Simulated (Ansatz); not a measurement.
# Work function of bcc Be face by face (PBEsol)

Does the work function of Be follow how densely a face is packed?

All values are computed: Ansatz 0.2.0, PBEsol, plane waves, scalar-relativistic unless marked; slabs or sheets with vacuum, the vacuum level from the planar mean of the electrostatic potential.

```
 face  atoms in the slab  top-layer atoms per Å²  work function (eV)
(111)                 18                   0.092                3.97
(100)                  8                   0.159                3.31
```

The densest face listed is -0.66 eV against the most open one. That goes against Smoluchowski's order, by which dense faces have the higher barrier; thin slabs, whose work function swings with thickness, or the metal's own band structure can reverse it.

The slabs are 1×1 cuts on the parent's lattice, 8.6 to 12.1 Å between the outer relaxed layers. Two faces can't establish a trend. This isn't the ambient phase of Be.

[Logs are printed without paths, hosts, clocks, repeated set-up lines and the standing remarks that a program may print on its own settings, such as how far it seeks lower states.]
